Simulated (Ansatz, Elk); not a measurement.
# Mn2InAg4Sn: X-ray structure factors from the self-consistent density, part 2 of 2

Structure refinements treat a crystal as free atoms side by side. For a made-up structure of Mn2InAg4Sn (cell and positions from a PBEsol relaxation) the runs below show what the calculated density changes in F(hkl).

Elk 11.2.3 (patched build); all-electron DFT.

So far: Set-up; Ground state and structure factors; The magnetisation density.

The structure was built from a prototype and need not be the compound's stable phase.

## (4) The highest occupied states alone

Level of this step: DFT, PBE, all-electron APW+lo, Dirac cores, scalar-relativistic bands, static density, ferromagnetic start (Elk).

An energy window below the Fermi level keeps the highest occupied states, to see at which angles they scatter; shallow core shells can lie inside it and anion s states outside. No new self-consistency is needed.

Contents of elk.in:

```
tasks
  195

xctype
  20

spinpol
  .true.

rgkmax
  7.0

gmaxvr
  14.0

lmaxo
  7

lmaxapw
  8

swidth
  0.002

tshift
  .false.

ramdisk
  .false.

hmaxvr
  5.5

maxscl
  120

epspot
  1e-06

reducebf
  0.8

wsfac
  -0.288930 0.562310

sppath
  './'

avec
  5.88258196409 0.00000000000 0.00000000000
  0.00000000000 8.43901465249 0.00000000000
  0.00000000000 0.00000000000 20.08683517871

atoms
  4
  'Sn.in'
  1
  0.5000000000 0.5000000000 0.3439830005   0.000000 0.000000 0.000000
  'In.in'
  1
  0.0000000000 0.0000000000 0.1527140689   0.000000 0.000000 0.000000
  'Ag.in'
  4
  0.5000000000 0.0000000000 0.9076623701   0.000000 0.000000 0.000000
  0.0000000000 0.0000000000 0.4369168086   0.000000 0.000000 0.000000
  0.0000000000 0.5000000000 0.5945879367   0.000000 0.000000 0.000000
  0.5000000000 0.5000000000 0.0644344662   0.000000 0.000000 0.000000
  'Mn.in'
  2
  0.5000000000 0.0000000000 0.6625561849   0.000000 0.000000 -0.195000
  0.0000000000 0.5000000000 0.8392451641   0.000000 0.000000 -0.195000

ngridk
  6 5 2
```

Launch:

```console
> OMP_NUM_THREADS=4 elk
```

Numbers of over 12 decimals in the logs are rounded to 6 here.

The program printed:

```text
┌─────────────────────────────────┐
│ Elk code version 11.2.3 started │
└─────────────────────────────────┘

Info(readinput): the functional depends on the density's gradient
 muffin-tin radial points multiplied by    2.00000
 (not where nrmtscf is given)

┌────────────────────┐
│ Current task : 195 │
└────────────────────┘
Info(checkmt): changed muffin-tin radius of species 3 (Ag) from   2.6000 to   2.5295
Info(checkmt): changed muffin-tin radius of species 4 (Mn) from   2.4000 to   2.3349

Info(sfacrho): density structure factors written to SFACRHO.OUT

 Energy window :  -0.2889300000      0.5623100000

┌──────────────────┐
│ Elk code stopped │
└──────────────────┘
```

The job ended after 38 s (4 threads of Arm Neoverse V1, shared host; peak memory 0.47 GiB; 61 s of CPU time).

States within 15 eV below the Fermi level hold 75.00 electrons; any levels below the window count with the cores. Their amplitudes can exceed the total, where window and core parts have opposite phase:

| hkl | sin θ/λ (Å⁻¹) | abs F, window | abs F, all |
| --- | --- | --- | --- |
| 001 | 0.047 | 5.494 | 23.464 |
| 002 | 0.094 | 12.812 | 41.826 |
| 010 | 0.112 | 7.985 | 0.819 |
| 011 | 0.121 | 6.384 | 19.857 |
| 003 | 0.141 | 7.045 | 12.045 |
| 012 | 0.146 | 6.997 | 17.483 |
| 100 | 0.161 | 7.005 | 0.714 |
| 101 | 0.167 | 14.180 | 71.521 |
| 013 | 0.180 | 6.835 | 83.983 |
| 102 | 0.186 | 3.648 | 56.984 |

## (5) Another functional

The difference from free atoms is small, so it is set against the change that LDA (Perdew-Wang) makes.

Edit elk.in of step 4 so:

```diff
@@ -1,6 +1,8 @@
 tasks
+  0
   195
+  196
 
 xctype
-  20
+  3
 
@@ -42,5 +44,2 @@
 
-wsfac
-  -0.288930 0.562310
-
 sppath
```

Launch:

```console
> OMP_NUM_THREADS=4 elk
```

The program printed:

```text
┌─────────────────────────┐
│ Elk code version 11.2.3 │
└─────────────────────────┘

All units are atomic (Hartree, Bohr, etc.)

┌─────────────────────────────────────────────────┐
│ Ground-state run starting from atomic densities │
└─────────────────────────────────────────────────┘

Lattice vectors :
   5.882581964       0.000000000       0.000000000
   0.000000000       8.439014652       0.000000000
   0.000000000       0.000000000       20.08683518

Reciprocal lattice vectors :
   1.068099917       0.000000000       0.000000000
[...]
Moments :
 interstitial                :   0.4192860823
 muffin-tins
  species : 1 (Sn)
[...]
species : 2 (In)
[...]
species : 3 (Ag)
[...]
species : 4 (Mn)
   atom 1                    :    3.891020962
   atom 2                    :    3.892393248
 total in muffin-tins        :    7.930672316
 total moment                :    8.349958399

RMS change in Kohn-Sham potential (target) :   0.2625242468E-05 (  0.1000000000E-05)
Absolute change in total energy (target)   :   0.6726147694E-04 (  0.1000000000E-03)

┌──────────────────┐
│ Loop number : 25 │
└──────────────────┘
[key lines of the parts left out:]
total energy                :     -35614.540158503
```

Elapsed: 9 min, on 4 threads; peak memory 0.54 GiB.

The run was cut off at its time limit.

## (6) A coarser k-mesh

About half the k-points along each axis test the sampling.

Edit elk.in of step 5 so:

```diff
@@ -6,3 +6,3 @@
 xctype
-  3
+  20
 
@@ -72,2 +72,2 @@
 ngridk
-  6 5 2
+  3 2 1
```

Launch:

```console
> OMP_NUM_THREADS=4 elk
```

The program printed:

```text
┌─────────────────────────┐
│ Elk code version 11.2.3 │
└─────────────────────────┘

All units are atomic (Hartree, Bohr, etc.)

┌─────────────────────────────────────────────────┐
│ Ground-state run starting from atomic densities │
└─────────────────────────────────────────────────┘

Lattice vectors :
   5.882581964       0.000000000       0.000000000
   0.000000000       8.439014652       0.000000000
   0.000000000       0.000000000       20.08683518

Reciprocal lattice vectors :
   1.068099917       0.000000000       0.000000000
[...]
error                       :   0.3676353758E-03

Moments :
 interstitial                :   0.3873579757
 muffin-tins
  species : 1 (Sn)
[...]
species : 2 (In)
[...]
species : 3 (Ag)
[...]
species : 4 (Mn)
   atom 1                    :    3.893304060
   atom 2                    :    3.911858189
 total in muffin-tins        :    7.909270167
 total moment                :    8.296628143

┌──────────────────────────────┐
│ Self-consistent loop stopped │
└──────────────────────────────┘

Warning : core states of species 2 leak from the muffin-tin :   0.1287315339E-03

Wrote STATE.OUT
[key lines of the parts left out:]
total energy                :     -35648.720503569
```

The job ended after 5.4 min (4 threads; peak memory 0.79 GiB).

## (7) Summary of results

```yaml
r_against_neutral_atoms_sin_theta_lambda_0p3_a_minus1: 0.50 %
r_against_neutral_atoms_0p3_to_0p54_a_minus1: 0.22 %
```

What this shows: Independent neutral atoms miss the calculated amplitudes by R = 0.50 % below 0.3 Å⁻¹ and 0.22 % from there to 0.54 Å⁻¹; by shells, 1.24 % below 0.15 Å⁻¹ (6 forms), 0.48 % 0.15 to 0.3 (25 forms), 0.17 % 0.3 to 0.45 (56 forms), 0.29 % above 0.45 (62 forms). Bonding, aspherical density and the tables' own atoms all enter these figures, and the runs don't part them. The largest change of an amplitude is -1.33 electrons, at 020. R counts amplitudes alone; phases shift too. The magnetic order is that of the start. No other order was tried here, and an antiferromagnetic one would change or move the magnetic intensity. The window's part falls from 75.0 electrons at the origin to at most 2.06 between 0.45 and 0.54 Å⁻¹, where compact states inside the window still scatter. The window holds more than the 65 outer electrons of the free atoms, so shallow core shells lie inside it. The basis has no finished test. The k-mesh has no finished test. Part of the difference isn't bonding: the tables are fits to free atoms and ions calculated by other methods than this functional. Thermal motion, anomalous dispersion and extinction are left out.

[Logs are printed without paths, hosts, clocks, repeated set-up lines and the standing remarks that a program may print on its own settings, such as how far it seeks lower states.]

[Hosts, paths, dates, database ids (printed as entryN), source tags and the programs' standing remarks are cut or masked in the printed files.]
